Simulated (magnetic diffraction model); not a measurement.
# Magnetic neutron pattern of CeGa₄Re

Space group Pbam (no. 55), a = 7.0930 Å, b = 14.1020 Å, c = 4.2640 Å.

| site | atom | x | y | z |
| --- | --- | --- | --- | --- |
| 4g | Re | 0.3689 | 0.9142 | 0 |
| 4g | Ce | 0.3769 | 0.6489 | 0 |
| 4h | Ga | 0.2820 | 0.3170 | 1/2 |
| 4h | Ga | 0.5192 | 0.8082 | 1/2 |
| 4h | Ga | 0.3686 | 0.4678 | 1/2 |
| 4h | Ga | 0.3868 | 0.0411 | 1/2 |

This is a made-up structure (elements placed in a structure type, unrelaxed), so the numbers test the method and describe no known phase.

Only Ce is taken to order (form factors of Ce3+); orders and moment sizes are assumed, and not adapted to the symmetry. Radiation: neutrons of λ = 2.567 Å, 5° to 60°; isotropic B of 0.2 Å² (Re), 0.31 Å² (Ce) and 0.38 Å² (Ga). Simulated constant-wavelength pattern: nuclear and magnetic terms add, the magnetic one as |2.695 fm × Σ f S⊥ exp(2πi Q·r) exp(−B s²)|², summed over all Q at one angle with the factor 1/(sin²θ cos θ). For collinear order S is the moment m, which repeats by lattice and centring translations R with the sign exp(−2πi k·R). Free-ion form factors, Sears's scattering lengths of 1992, no absorption; a label names one of the reflections at its angle. The strongest nuclear line in the range is 100, and lines under 0.2 are left out.

Assume the order k = (0 1/2 0), collinear moments along [100], 1.3 μB on Ce; signs + at (0.3769, 0.6489, 0), + at (0.6231, 0.3511, 0), + at (0.8769, 0.8511, 0), − at (0.1231, 0.1489, 0).

Predict the pattern, nuclear and magnetic parts apart.

| 2θ (°) | index | nuclear | magnetic |
| --- | --- | --- | --- |
| 5.22 | (0 1/2 0) | 0.0 | 46.6 |
| 20.98 | (0 2 0) | 19.5 | 0.0 |
| 21.51 | (1 1/2 0) | 0.0 | 0.2 |
| 23.37 | (1 1 0) | 33.0 | 0.0 |
| 26.20 | (1 3/2 0) | 0.0 | 0.8 |
| 26.30 | (0 5/2 0) | 0.0 | 1.1 |
| 29.75 | (1 2 0) | 32.2 | 0.0 |
| 33.80 | (1 5/2 0) | 0.0 | 0.8 |
| 35.04 | (0 0 1) | 51.6 | 0.0 |
| 35.45 | (0 1/2 1) | 0.0 | 1.9 |
| 37.15 | (0 7/2 0) | 0.0 | 1.1 |
| 38.24 | (1 3 0) | 1.8 | 0.0 |
| 41.48 | (1 1/2 1) | 0.0 | 1.3 |
| 42.55 | (1 1 1) | 0.5 | 0.0 |
| 42.98 | (1 7/2 0) | 0.0 | 0.6 |
| 43.82 | (2 1 0) | 0.4 | 0.0 |
| 44.27 | (1 3/2 1) | 0.0 | 1.2 |
| 44.34 | (0 5/2 1) | 0.0 | 0.7 |
| 46.60 | (1 2 1) | 1.7 | 0.0 |
| 47.98 | (1 4 0) | 0.3 | 0.0 |
| 49.48 | (1 5/2 1) | 0.0 | 1.0 |
| 51.99 | (0 7/2 1) | 0.0 | 1.1 |
| 52.83 | (1 3 1) | 29.0 | 0.0 |
| 53.20 | (1 9/2 0) | 0.0 | 0.4 |
| 53.92 | (2 3 0) | 2.3 | 0.0 |
| 56.16 | (2 0 1) | 0.4 | 0.0 |
| 56.38 | (0 4 1) | 62.5 | 0.0 |
| 56.61 | (1 7/2 1) | 0.0 | 0.8 |
| 57.30 | (2 1 1) | 100.0 | 0.0 |
| 58.70 | (2 3/2 1) | 0.0 | 0.8 |

The strongest magnetic line in the range is (0 1/2 0) at 5.22° (46.6). On top of the Lorentz factor, which all lines share, magnetic lines fade with angle because f falls: for Ce3+ it is 0.96, 0.86, 0.71 and 0.43 at sin θ/λ = 0.1, 0.2, 0.3 and 0.5 Å⁻¹, while nuclear lengths stay constant. The order has no net moment.
